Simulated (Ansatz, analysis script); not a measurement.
# MnSi: how near to magnetism

Wanted: E(M), the field that holds each moment, and the spin susceptibility of MnSi.

Program: Ansatz 0.2.0. Level of theory: PBE, PAW set soft_2. Results are calculated unless marked as measured.

The database entry behind the starting cell differs from later determinations by our own check (0.1 to 0.3 % short, probably kX units), so it need not match the best structure at ambient conditions.

### 1. Set-up

Symmetry: P2_13, No. 198, cubic system. Conventional cell: a = 4.548 Å, b = 4.548 Å, c = 4.548 Å, α = 90.00°, β = 90.00°, γ = 90.00°. Nearest to Mn lie 7 Si at 2.30 to 2.53 Å. Nearest to Si lie 7 Mn at 2.30 to 2.53 Å. Farther neighbours are not listed.

The cell of this run holds 8 atoms, 4 of them with a starting moment; values «a cell» refer to the cell of the run in question.

### 2. The collinear state

A collinear run comes first: it shows whether moments survive, and how large they are.

Input file input.yaml:

```yaml
crystal:
  lattice:
    - [4.548, 0.0, 0.0]
    - [0.0, 4.548, 0.0]
    - [0.0, 0.0, 4.548]
  atoms:
    - { symbol: Mn, position: [0.138, 0.138, 0.138], spin: 3.5 }
    - { symbol: Mn, position: [0.362, 0.862, 0.638], spin: 3.5 }
    - { symbol: Mn, position: [0.638, 0.362, 0.862], spin: 3.5 }
    - { symbol: Mn, position: [0.862, 0.638, 0.362], spin: 3.5 }
    - { symbol: Si, position: [0.846, 0.846, 0.846] }
    - { symbol: Si, position: [0.654, 0.154, 0.346] }
    - { symbol: Si, position: [0.346, 0.654, 0.154] }
    - { symbol: Si, position: [0.154, 0.346, 0.654] }
magnetization:
  spin_polarized: true
kpoints:
  mp_grid: { grid: [8, 8, 8] }
hamiltonian:
  xc: pbe
scf:
  occupations: { method: fermi_dirac, width: 0.05 }
  max_iter: 120
  convergence: { dr2_threshold: 1.0e-08 }
output:
  write_density: true
  write_potential: true
  elf: true
  volumetric_format: npy
```

Launch:

```bash
$ ansatz run input.yaml --threads 1 --pin off --max-ram 2048MiB --backend cpu --events-out ev --progress --plain --runs-dir out
```

Numbers of over 12 decimals in the logs are rounded to 6 here.

What it wrote:

```text
Engine: ansatz 0.2.0, aarch64-unknown-linux-gnu
Pseudopotentials: kind: paw
Pseudopotential: Mn, paw, valence charge 15, recommended cutoff 420 eV (normal), Mn.paw.azcp
Pseudopotential: Si, paw, valence charge 4, recommended cutoff 420 eV (normal), Si.paw.azcp
Functional definition: PBE
  parameter kappa = 0.804
  parameter beta = 0.066725
  exchange = pbe_x(kappa = kappa, mu = beta*pi^2/3)
  correlation = pbe_c(beta = beta)
Crystal: 8 atoms, lattice volume = 94.072 Å³
Basis set: ecut = 420 eV, 1839 PW (Γ)
Bands: 54, of which v1, the nominal top of the filled ones, is band 38 counted from 1 (37 counted from 0)
Symmetry: 12 space group operations
Space group: P213 (ITA 198), of the structure as read, at distance tolerance 4.5e-5 Å
Magnetic group: BNS 198.9 (UNI 1511), of the structure as read, at distance tolerance 4.5e-5 Å
k-points: 45 of 512 (time reversal used)
Non-local potential: Mn, projectors of the file, l = 0: 3, l = 1: 2, l = 2: 3, l = 3: 1
Non-local potential: Si, projectors of the file, l = 0: 2, l = 1: 2, l = 2: 2
PAW form: soft (Blöchl's): semilocal exchange-correlation on the pseudo side does not see the compensation charge
PAW one-centre angular grid: Mn, 590 points (default); XC on 64 Gauss nodes
PAW one-centre angular grid: Si, 110 points (default); XC on 64 Gauss nodes
Initial density: superposition of atomic densities (chi_scale 0.1, normalization cell)
Starting moments: Σ|m| = 14 μB on 4 of 8 sites
Initial wavefunctions: pseudopotential atomic-orbital guess
Functional: x = pbe(κ = 0.804, μ = 0.219515), c = pbe(β = 0.066725)
SCF iter   1: F=—  HF=-18145.451972 eV  |F-HF|=—  |Δ(HF+E_count)|=         —  Δρ=2.13e-1 (↑2.13e-1 ↓1.16e-1)  dr2=9.00e0  dr2_m=2.27e1  M=4.041 μB ∫|m|=5.080 μB  β_m=0.30  ethr=3.10e-3  ⟨swp⟩=7.3  Hψ=19362  notcnv=0  defer=5
Mixer restart at iter 1: flushing history
preconditioner: auto → Kerker (q_TF=auto, 2.633 Å⁻¹)  [metal: Δε(μ)=0.033 eV  Ē_g=7.534 eV  σ=0.050 eV  W_gap=0.16  n_scr=26 (ndim 8)  ℏωp=25.4 eV  f_vac=0.000  D(μ)=3.49/eV (n_scr^D=26)]
spin=Collinear: Kerker preconditioning applied to the charge; magnetization (m = ρ↑ − ρ↓) channel mixes plain (no charge-response kernel on spin).
SCF iter   2: F=—  HF=-18138.289723 eV  |F-HF|=—  |Δ(HF+E_count)|=    7.16e0  Δρ=8.21e-2 (↑8.21e-2 ↓7.78e-2)  dr2=8.23e-1  dr2_m=5.31e0  M=5.721 μB ∫|m|=6.811 μB  β_m=0.41  ethr=3.10e-3  ⟨swp⟩=3.1  Hψ=9537  notcnv=0  defer=477
SCF iter   3: F=—  HF=-18140.873230 eV  |F-HF|=—  |Δ(HF+E_count)|=    2.58e0  Δρ=5.78e-2 (↑4.86e-2 ↓5.78e-2)  dr2=7.29e-1  dr2_m=2.34e0  M=5.010 μB ∫|m|=6.075 μB  β_m=0.35  ethr=1.08e-3  ⟨swp⟩=2.7  Hψ=7198  notcnv=0  defer=477
SCF iter   4: F=—  HF=-18142.279442 eV  |F-HF|=—  |Δ(HF+E_count)|=    1.41e0  Δρ=2.95e-2 (↑1.84e-2 ↓2.95e-2)  dr2=4.17e-1  dr2_m=4.63e-1  M=4.082 μB ∫|m|=4.957 μB  β_m=0.68  ethr=9.59e-4  ⟨swp⟩=2.9  Hψ=8478  notcnv=0  defer=471
SCF iter   5: F=—  HF=-18142.137641 eV  |F-HF|=—  |Δ(HF+E_count)|=   1.42e-1  Δρ=2.37e-2 (↑1.04e-2 ↓2.37e-2)  dr2=1.91e-1  dr2_m=2.30e-1  M=3.788 μB ∫|m|=4.338 μB  β_m=0.81  ethr=5.49e-4  ⟨swp⟩=3.5  Hψ=9517  notcnv=0  defer=471
SCF iter   6: F=—  HF=-18142.255487 eV  |F-HF|=—  |Δ(HF+E_count)|=   1.18e-1  Δρ=6.15e-3 (↑2.26e-3 ↓6.15e-3)  dr2=1.51e-2  dr2_m=1.37e-2  M=3.915 μB ∫|m|=4.551 μB  β_m=0.91  ethr=2.51e-4  ⟨swp⟩=2.6  Hψ=7508  notcnv=0  defer=466
SCF iter   7: F=—  HF=-18142.275822 eV  |F-HF|=—  |Δ(HF+E_count)|=   2.03e-2  Δρ=1.59e-3 (↑8.49e-4 ↓1.59e-3)  dr2=4.78e-3  dr2_m=1.78e-4  M=3.941 μB ∫|m|=4.596 μB  β_m=0.95  ethr=1.99e-5  ⟨swp⟩=2.0  Hψ=6894  notcnv=0  defer=466
SCF iter   8: F=—  HF=-18142.277203 eV  |F-HF|=—  |Δ(HF+E_count)|=   1.38e-3  Δρ=5.64e-4 (↑5.64e-4 ↓1.15e-4)  dr2=2.28e-4  dr2_m=8.96e-5  M=3.949 μB ∫|m|=4.611 μB  β_m=0.98  ethr=6.28e-6  ⟨swp⟩=2.0  Hψ=6847  notcnv=0  defer=466
SCF iter   9: F=—  HF=-18142.277229 eV  |F-HF|=—  |Δ(HF+E_count)|=   2.65e-5  Δρ=2.98e-4 (↑2.98e-4 ↓1.23e-4)  dr2=2.98e-5  dr2_m=3.72e-5  M=3.949 μB ∫|m|=4.610 μB  β_m=0.99  ethr=3.01e-7  ⟨swp⟩=2.1  Hψ=6008  notcnv=0  defer=466
SCF iter  10: F=—  HF=-18142.277224 eV  |F-HF|=—  |Δ(HF+E_count)|=   5.18e-6  Δρ=2.53e-5 (↑2.53e-5 ↓2.12e-5)  dr2=5.65e-8  dr2_m=4.26e-7  M=3.948 μB ∫|m|=4.608 μB  β_m=0.99  ethr=3.92e-8  ⟨swp⟩=2.3  Hψ=6390  notcnv=0  defer=466
SCF iter  11: F=—  HF=-18142.277224 eV  |F-HF|=—  |Δ(HF+E_count)|=   2.07e-9  Δρ=8.17e-6 (↑4.75e-6 ↓8.17e-6)  dr2=1.44e-7  dr2_m=3.85e-9  M=3.948 μB ∫|m|=4.608 μB  β_m=0.93  ethr=7.44e-11  ⟨swp⟩=2.0  Hψ=8366  notcnv=0  defer=466
SCF iter  12: F=—  HF=-18142.277224 eV  |F-HF|=—  |Δ(HF+E_count)|=   1.27e-8  Δρ=1.89e-6 (↑1.89e-6 ↓1.18e-6)  dr2=7.76e-9  dr2_m=1.28e-10  M=3.948 μB ∫|m|=4.608 μB  β_m=0.92  ethr=7.44e-11  ⟨swp⟩=2.3  Hψ=8208  notcnv=0  defer=466
SCF iter  13: F=-18142.277224 eV  HF=-18142.277224 eV  |F-HF|=4.37e-10  |Δ(HF+E_count)|=  5.28e-10  Δρ=3.83e-7 (↑3.83e-7 ↓3.45e-7)  dr2=4.87e-10  dr2_m=1.01e-12  M=3.948 μB ∫|m|=4.608 μB  ethr=1.02e-11  ⟨swp⟩=7.1  Hψ=16353  notcnv=0
SCF 1 converged in 13 iterations: F = -18142.277224 eV  dr2 = 4.87e-10
  greatest PAW one-centre occupation: 1.000 electrons in one spin orbital (limit 2), on the Mn atom at site 2 (counted from 0), in its partial waves of l = 0
SCF converged after 13 iterations
Magnetization: 3.9484 μB (39.9742 up, 36.0258 down)
Absolute magnetization: 4.6080 μB (∫|ρ↑−ρ↓|, with the PAW one-centre terms)
Spin contamination: 0.0736 ħ² per cell (⟨S²⟩ above its minimum at these occupations)
Per-site moments (μB) at R_I (Å): [(1.004401, 0.948829), (1.004401, 0.948829), (1.004401, 0.948829), (1.004401, 0.948829), (-0.042454, 0.948829), (-0.042454, 0.948829), (-0.042454, 0.948829), (-0.042454, 0.948829)]
Free energy (F): -18142.277224 eV
Harris-Foulkes:  -18142.277224 eV  (|F-HF|=4.37e-10)
Internal energy: -18142.242568 eV  (E = F + TS)
E sigma→0 (E₀):  -18142.259896 eV
Entropy (-TS):   -0.034657 eV (-4.332 meV/atom)
Fermi energy:    15.731396 eV
--- Per-component energies (eV) ---
  E_band       = -743.451134
  E_kinetic    = 1415.353877
  E_local      = -8606.475743  (includes V_loc(G=0)·N_el)
  E_nonlocal   = 1052.022813
  E_hartree    = 3691.169064
  E_xc         = -690.451710
  E_vxc        = -789.485338  (∫ρ·V_xc dr)
  E_paw        = -7245.468312  (= ΣΔE_a)
  E_vpaw       = -1197.207486  (= ΣTr[D̂ρ^β])
  E_aug_tail   = -0.000013  (compensation charges beyond the density's cutoff)
  E_ewald      = -7758.392544
  E_smearing   = -0.034657  (= −TS)
  E_closure    = 0.000000  (closes the sum)
  Σ components = -18142.277224   (vs F -18142.277224, Δ=0.00e0)
--- Band table (eV; the first three rows and the last of 90) ---
  k-point 0 ↑: bands = [... 34 lower, 13.8180, 15.3245, 15.3245, 15.3245, 15.3828, 15.3828, 16.4424, 16.4424, ... 12 higher]
  k-point 1 ↑: bands = [... 34 lower, 14.0162, 15.1672, 15.1774, 15.3567, 15.3878, 15.5512, 16.2460, 16.4037, ... 12 higher]
  k-point 2 ↑: bands = [... 34 lower, 14.1259, 14.8830, 15.0830, 15.2716, 15.4090, 15.6783, 16.0732, 16.2920, ... 12 higher]
  k-point 44 ↓: bands = [... 34 lower, 15.7992, 15.7992, 15.9554, 15.9554, 15.9554, 15.9554, 16.9471, 16.9471, ... 12 higher]
```

It took 73 s on 1 thread of Arm Neoverse V2, shared host; peak memory 0.56 GiB.

In the SCF lines HF is the Harris–Foulkes energy and dr2 the Hartree energy of the density residual, in eV; the loop may stop once dr2 is under the threshold and the program's other checks hold. Hψ counts applications of the Hamiltonian.

Spin moment in the atom's sphere by atom:

```csv
atom,spin moment in the atom's sphere (μB)
Mn1,1.00
Mn2,1.00
Mn3,1.00
Mn4,1.00
Si5,-0.04
Si6,-0.04
Si7,-0.04
Si8,-0.04
```

Tables count atoms from 1; parts of the log count from 0.

The run ends ferromagnetic, with a net moment of 3.95 μB a cell. Only this order was typed.

Spin density in the ac plane at fractional y = 0.138, with atoms of Mn and Si within 0.2 Å of it.

Ten even steps from '_' (0.0 e/Å³) to '@' (1.8 e/Å³), each cell a mean:
```
____________________________
____________________________
____________________________
____________________________
____________________________
____________________________
____________________________
____________________________
____________________________
__....______________________
..====..____________________
::##@@==..__________________
..==%%==..__________________
__..::..____________________
```
Columns run along a (4.5 Å), rows up along c (4.5 Å). Atoms in or near the plane, at fractional coordinates: Mn at (0.14, 0.14), Si at (0.65, 0.35).

Valence density in the ac plane at fractional y = 0.138, with atoms of Mn and Si within 0.2 Å of it. It is the smooth field of the valence electrons, not physical close to the nuclei.

Ten steps, logarithmic in the rise over the least value, from '_' (0 e/Å³) to '@' (23 e/Å³), each cell a mean:
```
..::::::....__..............
............................
............................
............................
......................______
........................____
__......................____
............................
................______......
::====--::......____........
++##%%**--................::
**@@@@%%==................::
**%%@@##==................::
==****++::..__..............
```
Columns run along a (4.5 Å), rows up along c (4.5 Å). Atoms in or near the plane, at fractional coordinates: Mn at (0.14, 0.14), Si at (0.65, 0.35).

ELF in the ac plane at fractional y = 0.138, with atoms of Mn and Si within 0.2 Å of it. It is the smooth field of the valence electrons, not physical close to the nuclei.

Values, 14 rows by 14 columns, each cell a mean:
```
0.21 0.18 0.20 0.19 0.22 0.29 0.28 0.21 0.18 0.20 0.26 0.41 0.48 0.38
0.39 0.34 0.34 0.37 0.39 0.36 0.28 0.20 0.17 0.19 0.25 0.40 0.50 0.49
0.52 0.55 0.57 0.57 0.51 0.41 0.32 0.24 0.19 0.21 0.28 0.38 0.45 0.49
0.49 0.58 0.64 0.62 0.52 0.40 0.36 0.34 0.29 0.29 0.31 0.33 0.34 0.38
0.40 0.54 0.64 0.64 0.51 0.37 0.36 0.42 0.45 0.43 0.38 0.29 0.24 0.27
0.36 0.54 0.67 0.65 0.51 0.37 0.41 0.54 0.63 0.61 0.51 0.33 0.22 0.22
0.37 0.54 0.66 0.64 0.52 0.43 0.53 0.64 0.65 0.57 0.49 0.41 0.31 0.27
0.35 0.42 0.50 0.53 0.49 0.51 0.62 0.61 0.41 0.30 0.29 0.43 0.46 0.37
0.25 0.20 0.21 0.26 0.35 0.53 0.66 0.51 0.27 0.34 0.25 0.47 0.60 0.44
0.23 0.30 0.32 0.22 0.20 0.43 0.66 0.55 0.28 0.29 0.30 0.58 0.62 0.36
0.39 0.62 0.68 0.47 0.23 0.30 0.62 0.66 0.45 0.35 0.46 0.65 0.52 0.26
0.53 0.81 0.87 0.68 0.33 0.22 0.52 0.66 0.65 0.61 0.63 0.60 0.37 0.21
0.46 0.74 0.81 0.62 0.29 0.19 0.41 0.52 0.53 0.52 0.52 0.49 0.31 0.18
0.26 0.45 0.53 0.38 0.19 0.21 0.33 0.34 0.31 0.31 0.35 0.43 0.38 0.21
```
Columns run along a (4.5 Å), rows up along c (4.5 Å). Atoms in or near the plane, at fractional coordinates: Mn at (0.14, 0.14), Si at (0.65, 0.35).

### 3. The same state on a denser mesh

Levels at the Fermi energy are partly filled, so moments and energy differences can hang on the k-mesh, and the state is solved again on a denser one.

Input file input.yaml:

```yaml
crystal:
  lattice:
    - [4.548, 0.0, 0.0]
    - [0.0, 4.548, 0.0]
    - [0.0, 0.0, 4.548]
  atoms:
    - { symbol: Mn, position: [0.138, 0.138, 0.138], spin: 1.0 }
    - { symbol: Mn, position: [0.362, 0.862, 0.638], spin: 1.0 }
    - { symbol: Mn, position: [0.638, 0.362, 0.862], spin: 1.0 }
    - { symbol: Mn, position: [0.862, 0.638, 0.362], spin: 1.0 }
    - { symbol: Si, position: [0.846, 0.846, 0.846] }
    - { symbol: Si, position: [0.654, 0.154, 0.346] }
    - { symbol: Si, position: [0.346, 0.654, 0.154] }
    - { symbol: Si, position: [0.154, 0.346, 0.654] }
magnetization:
  spin_polarized: true
kpoints:
  mp_grid: { grid: [9, 9, 9] }
hamiltonian:
  xc: pbe
scf:
  occupations: { method: fermi_dirac, width: 0.05 }
  max_iter: 120
  convergence: { dr2_threshold: 1.0e-08 }
basis:
  ecutwfc: 420.0
checkpoint:
  read: start
  write: ck
  compress: false
  write_wavefunctions: false
  write_every: 100000
```

Launch:

```bash
$ ansatz run input.yaml --threads 4 --pin off --max-ram 8192MiB --backend cpu --events-out ev --progress --plain --runs-dir out
```

What it wrote:

```text
[...]
Per-site moments (μB) at R_I (Å): [(1.003592, 0.948829), (1.003592, 0.948829), (1.003592, 0.948829), (1.003592, 0.948829), (-0.042356, 0.948829), (-0.042356, 0.948829), (-0.042356, 0.948829), (-0.042356, 0.948829)]
Free energy (F): -18142.275165 eV
[...]
Internal energy: -18142.236338 eV  (E = F + TS)
E sigma→0 (E₀):  -18142.255751 eV
Entropy (-TS):   -0.038827 eV (-4.853 meV/atom)
Fermi energy:    15.730421 eV
[...]
[key lines of the parts left out:]
SCF converged after 5 iterations
Magnetization: 3.9459 μB (39.9730 up, 36.0270 down)
```

Wall time 8.3 s (4 threads); peak memory 0.55 GiB.

Spin moment in the atom's sphere by atom:

```
atom  spin moment in the atom's sphere (μB)
 Mn1                                   1.00
 Mn2                                   1.00
 Mn3                                   1.00
 Mn4                                   1.00
 Si5                                  -0.04
 Si6                                  -0.04
 Si7                                  -0.04
 Si8                                  -0.04
```

The run ends ferromagnetic, with a net moment of 3.95 μB a cell, against 3.95 μB on the first mesh.

### 4. Without spin

The state without spin is the zero of E(M).

input.yaml, the sections that differ from step 3:

```yaml
crystal:
  lattice:
    - [4.548, 0.0, 0.0]
    - [0.0, 4.548, 0.0]
    - [0.0, 0.0, 4.548]
  atoms:
    - { symbol: Mn, position: [0.138, 0.138, 0.138] }
    - { symbol: Mn, position: [0.362, 0.862, 0.638] }
    - { symbol: Mn, position: [0.638, 0.362, 0.862] }
    - { symbol: Mn, position: [0.862, 0.638, 0.362] }
    - { symbol: Si, position: [0.846, 0.846, 0.846] }
    - { symbol: Si, position: [0.654, 0.154, 0.346] }
    - { symbol: Si, position: [0.346, 0.654, 0.154] }
    - { symbol: Si, position: [0.154, 0.346, 0.654] }
# kpoints, hamiltonian, scf, basis: as in step 3
# magnetization: removed
# checkpoint: removed
```

Launch:

```bash
$ ansatz run input.yaml --threads 1 --pin off --max-ram 2048MiB --backend cpu --events-out ev --progress --plain --runs-dir out
```

What it wrote:

```text
[...]
Crystal: 8 atoms, lattice volume = 94.072 Å³
Basis set: ecut = 420 eV, 1839 PW (Γ)
Bands: 46, of which v1, the nominal top of the filled ones, is band 38 counted from 1 (37 counted from 0)
Symmetry: 12 space group operations
[...]
k-points: 45 of 729 (time reversal used)
[...]
SCF iter   1: F=—  HF=-18142.026158 eV  |F-HF|=—  |Δ(HF+E_count)|=         —  Δρ=3.00e-3  dr2=2.21e-3  ethr=1.77e-3  ⟨swp⟩=6.6  Hψ=8032  notcnv=0
[...]
SCF iter   8: F=-18142.028104 eV  HF=-18142.028104 eV  |F-HF|=7.89e-10  |Δ(HF+E_count)|=   3.32e-9  Δρ=1.05e-6  dr2=8.08e-10  ethr=1.32e-11  ⟨swp⟩=2.8  Hψ=4486  notcnv=0
SCF 1 converged in 8 iterations: F = -18142.028104 eV  dr2 = 8.08e-10
[...]
SCF converged after 8 iterations
Free energy (F): -18142.028104 eV
[...]
Internal energy: -18141.943154 eV  (E = F + TS)
E sigma→0 (E₀):  -18141.985629 eV
Entropy (-TS):   -0.084950 eV (-10.619 meV/atom)
Fermi energy:    15.625608 eV
[...]
```

It took 14 s on 1 thread; peak memory 0.39 GiB.

The free collinear run lies 247 meV below it.

### 5. Without spin, levels printed

Changes to input.yaml since step 4:

```diff
@@ -24 +24,3 @@
   ecutwfc: 420.0
+output:
+  eigenvalues: true
```

What it wrote:

```text
[...]
Crystal: 8 atoms, lattice volume = 94.072 Å³
Basis set: ecut = 420 eV, 1839 PW (Γ)
Bands: 46, of which v1, the nominal top of the filled ones, is band 38 counted from 1 (37 counted from 0)
Symmetry: 12 space group operations
[...]
k-points: 45 of 729 (time reversal used)
[...]
--- Band table (eV; the first three rows and the last of 45) ---
  k-point 0: bands = [... 34 lower, 14.0546, 15.8111, 15.8111, 15.8111, 15.9751, 15.9751, 16.8319, 16.8319, ... 4 higher]
  k-point 1: bands = [... 34 lower, 14.2569, 15.6874, 15.6985, 15.9483, 15.9699, 15.9734, 16.6520, 16.7938, ... 4 higher]
  k-point 2: bands = [... 34 lower, 14.4088, 15.4156, 15.6331, 15.8717, 15.9707, 16.0860, 16.4916, 16.6857, ... 4 higher]
  k-point 44: bands = [... 34 lower, 15.3118, 15.3507, 15.3601, 15.4351, 15.4648, 15.4832, 16.5043, 16.5271, ... 4 higher]
[key lines of the parts left out:]
SCF converged after 8 iterations
Free energy (F): -18142.028104 eV
Fermi energy:    15.625608 eV
```

Wall time 14 s (1 thread); peak memory 0.38 GiB.

(Part 1 of 2 ends here.)

[Logs and program files are shortened in this print: banners, set-up blocks, solver, clock and traceback lines can be left out without a mark of their own.]

[Logs are printed without paths, hosts, clocks, repeated set-up lines and the standing remarks that a program may print on its own settings, such as how far it seeks lower states.]

[Hosts, paths, dates, database ids (printed as entryN), source tags and the programs' standing remarks are cut or masked in the printed files.]
